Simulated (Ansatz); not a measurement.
# The perfect Ge wire along [110], 8 atoms a period, H-terminated, part 3 of 3

Aim: is the Ge wire along [110], 8 atoms a period, H-terminated a metal or a semiconductor?

Ansatz 0.2.0; DFT PBE, plane waves, PAW; relaxation of a wire's period; PAW set soft_1 (the session's first sound run).

So far, band gap (eV): step 3 (the perfect wire, PBE) 2.00; step 4 (levels at the same atoms, cutoff 500 eV, k-mesh 1×1×15, r2SCAN PBE) 2.30; step 5 (levels at the same atoms, level HSE06, cutoff 420 eV, HSE06 PBE) 2.66; step 6 (two-component spinors, k-mesh 1×1×13, PBE spin-orbit) 1.99.

**8. Strain along the wire, period over the relaxed period 1.1 (continued)**

Level of this step: DFT PBE, plane waves, PAW; relaxation at a fixed period; PAW set soft_1 (Ansatz).

Electronic bands along the path, in eV, zero at the Fermi level; v1 is the highest filled band, c1 the lowest empty one:

| point | v4 | v3 | v2 | v1 | c1 | c2 | c3 | c4 |
| --- | --- | --- | --- | --- | --- | --- | --- | --- |
| Γ | -1.41 | -1.37 | -1.06 | -0.70 | 0.73 | 0.75 | 0.89 | 0.94 |
| halfway | -1.69 | -1.63 | -1.44 | -1.14 | 2.65 | 2.81 | 2.86 | 2.94 |
| Z | -1.91 | -1.91 | -1.67 | -1.67 | 2.77 | 2.77 | 2.99 | 2.99 |

The gap is 1.43 eV, against 2.00 eV under PBE at the relaxed period.

**9. At a strained period, period over the relaxed period 1.06**

The period is set to 1.06 times the relaxed one and the atoms relax within it: strain changes bond lengths and angles, which shifts the bands against each other. Against the first PBE run of this kind, the mesh along the wire has 14 points against 20.

The cell differs from the one that the last finished run ended in (c 4.465 → 4.303 Å).

File input.yaml:

```yaml
crystal:
  lattice:
    - [15.801, 0.0, 0.0]
    - [0.0, 13.42, 0.0]
    - [0.0, 0.0, 4.3030615484]
  atoms:
    - { symbol: H, position: [0.399129916, 0.742630016, 0.0] }
    - { symbol: H, position: [0.399129916, 0.257400117, 0.0] }
    - { symbol: Ge, position: [0.455875976, 0.352093352, 0.0] }
    - { symbol: H, position: [0.21786397, 0.593013017, 0.5] }
    - { symbol: H, position: [0.21786397, 0.407017116, 0.5] }
    - { symbol: Ge, position: [0.275901651, 0.500015067, 0.5] }
    - { symbol: Ge, position: [0.544145089, 0.647936781, 0.5] }
    - { symbol: Ge, position: [0.544145089, 0.352093352, 0.5] }
    - { symbol: H, position: [0.600891148, 0.742630016, 0.5] }
    - { symbol: H, position: [0.600891148, 0.257400117, 0.5] }
    - { symbol: Ge, position: [0.63607502, 0.500015067, 0.5] }
    - { symbol: Ge, position: [0.363946045, 0.500015067, 0.0] }
    - { symbol: Ge, position: [0.455875976, 0.647936781, 0.0] }
    - { symbol: Ge, position: [0.724119414, 0.500015067, 0.0] }
    - { symbol: H, position: [0.782157095, 0.593013017, 0.0] }
    - { symbol: H, position: [0.782157095, 0.407017116, 0.0] }
kpoints:
  mp_grid: { grid: [1, 1, 14] }
  band_path: { path: ["Γ", Z], npoints: 90 }
scf:
  occupations: { method: fermi_dirac, width: 0.05 }
hamiltonian:
  xc: pbe
  pseudopotentials: { kind: paw, azcp: { folder: soft_1 } }
relax:
  max_steps: 40
  f_tol: 0.02
output:
  stress: true
```

Started as:

```console
> ansatz run input.yaml --threads 4 --pin off --max-ram 16384MiB --backend cpu --events-out ev --progress --plain --runs-dir out
```

Numbers of over 12 decimals in the logs are rounded to 6 here.

The program printed:

```text
[...]
Crystal: 16 atoms, lattice volume = 912.462 Å³
Basis set: ecut = 420 eV, 17831 PW (Γ), exchange–correlation on 216×180×60 points (8 copies of the dense FFT grid, shifted against one another)
Bands: 76, of which v1, the nominal top of the filled ones, is band 60 counted from 1 (59 counted from 0)
Symmetry: 8 space group operations
[...]
- { symbol: H, position: [0.598906, 0.741940, 0.5] }
    - { symbol: H, position: [0.598906, 0.258090, 0.5] }
    - { symbol: Ge, position: [0.635038, 0.500015, 0.5] }
    - { symbol: Ge, position: [0.364983, 0.500015, 0.0] }
    - { symbol: Ge, position: [0.458133, 0.647288, 0.0] }
    - { symbol: Ge, position: [0.718515, 0.500015, 0.0] }
    - { symbol: H, position: [0.777204, 0.592646, 0.0] }
    - { symbol: H, position: [0.777204, 0.407385, 0.0] }
[key lines of the parts left out:]
SCF converged after 3 iterations
Free energy (F): -34484.885644 eV
Fermi energy:    -1.825397 eV
P = ⅓ Tr σ = -0.4952 GPa (-4.952 kbar)
```

Wall time 85 s (4 threads of Arm Neoverse V1, shared host); peak memory 3.5 GiB.

Step by step:

| step | energy less that of the first step (eV) | largest force component (eV/Å) |
| --- | --- | --- |
| 1 | 0.0000 | 0.4492 |
| 2 | -0.0301 | 0.2521 |
| 3 | -0.0575 | 0.0181 |
| 4 | -0.0575 | 0.0182 |

The run keeps the 8 symmetry operations that it works with, so distortions that break them were not tested.

The atoms that moved most (Å):

| atom | dx | dy | dz | length |
| --- | --- | --- | --- | --- |
| Ge14 | -0.089 | 0.000 | 0.000 | 0.089 |
| Ge6 | 0.089 | 0.000 | 0.000 | 0.089 |
| H16 | -0.078 | 0.005 | 0.000 | 0.078 |
| H15 | -0.078 | -0.005 | 0.000 | 0.078 |
| H5 | 0.078 | 0.005 | 0.000 | 0.078 |
| H4 | 0.078 | -0.005 | 0.000 | 0.078 |
| Ge8 | -0.036 | 0.009 | 0.000 | 0.037 |
| Ge7 | -0.036 | -0.009 | 0.000 | 0.037 |

Final coordinates:

```cif
data_structure
_symmetry_space_group_name_H-M 'P 1'
_symmetry_Int_Tables_number 1
_cell_length_a 15.8010
_cell_length_b 13.4200
_cell_length_c 4.3031
_cell_angle_alpha 90.000
_cell_angle_beta 90.000
_cell_angle_gamma 90.000
_cell_volume 912.46
loop_
_atom_site_label
_atom_site_type_symbol
_atom_site_fract_x
_atom_site_fract_y
_atom_site_fract_z
_atom_site_occupancy
H1 H 0.40111 0.74194 0.00000 1
H2 H 0.40111 0.25809 0.00000 1
Ge3 Ge 0.45813 0.35274 0.00000 1
H4 H 0.22282 0.59265 0.50000 1
H5 H 0.22282 0.40738 0.50000 1
Ge6 Ge 0.28151 0.50002 0.50000 1
Ge7 Ge 0.54189 0.64729 0.50000 1
Ge8 Ge 0.54189 0.35274 0.50000 1
H9 H 0.59891 0.74194 0.50000 1
H10 H 0.59891 0.25809 0.50000 1
Ge11 Ge 0.63504 0.50002 0.50000 1
Ge12 Ge 0.36498 0.50002 0.00000 1
Ge13 Ge 0.45813 0.64729 0.00000 1
Ge14 Ge 0.71852 0.50002 0.00000 1
H15 H 0.77720 0.59265 0.00000 1
H16 H 0.77720 0.40738 0.00000 1
```

Numbers from this step:

| Item | Value |
| --- | --- |
| band gap | 1.680 eV |

The electronic bands at the labelled points (eV, zero at the Fermi level; v1 is the highest filled band, c1 the lowest empty one):

| point | v4 | v3 | v2 | v1 | c1 | c2 | c3 | c4 |
| --- | --- | --- | --- | --- | --- | --- | --- | --- |
| Γ | -1.67 | -1.52 | -1.37 | -0.83 | 0.85 | 0.90 | 0.94 | 0.97 |
| halfway | -1.94 | -1.94 | -1.78 | -1.50 | 2.53 | 2.76 | 2.79 | 2.82 |
| Z | -2.18 | -2.18 | -2.06 | -2.06 | 2.50 | 2.50 | 2.72 | 2.72 |

The gap is 1.68 eV, against 2.00 eV under PBE at the relaxed period.

**10. Outcome**

| Item | Value |
| --- | --- |
| cell length, PBE | 4.059 Å |
| gap, PBE | 2.00 eV |
| gap, r2SCAN | 2.30 eV |
| gap, HSE06 | 2.66 eV |
| gap, with spin-orbit coupling | 1.99 eV |
| gap, period scaled by 1.1 | 1.43 eV |
| gap, period scaled by 1.06 | 1.68 eV |

What this shows: Under PBE the cell's length is 4.06 Å, and a gap of 2.00 eV makes it a semiconductor. At the relaxed period the wire is gapped under every functional, from 2.00 eV (PBE) to 2.66 eV (HSE06). Weak screening in one dimension makes quasiparticle gaps larger than the semilocal gaps, as a rule. Strain matters: under PBE the gap goes from 2.00 eV to 1.68 eV at 1.06 times the period and 1.43 eV at 1.1 times the period. A hybrid's gap is read on a coarse mesh, without a band path.

[Logs are printed without paths, hosts, clocks, repeated set-up lines and the standing remarks that a program may print on its own settings, such as how far it seeks lower states.]

[Hosts, paths, dates, database ids (printed as entryN), source tags and the programs' standing remarks are cut or masked in the printed files.]
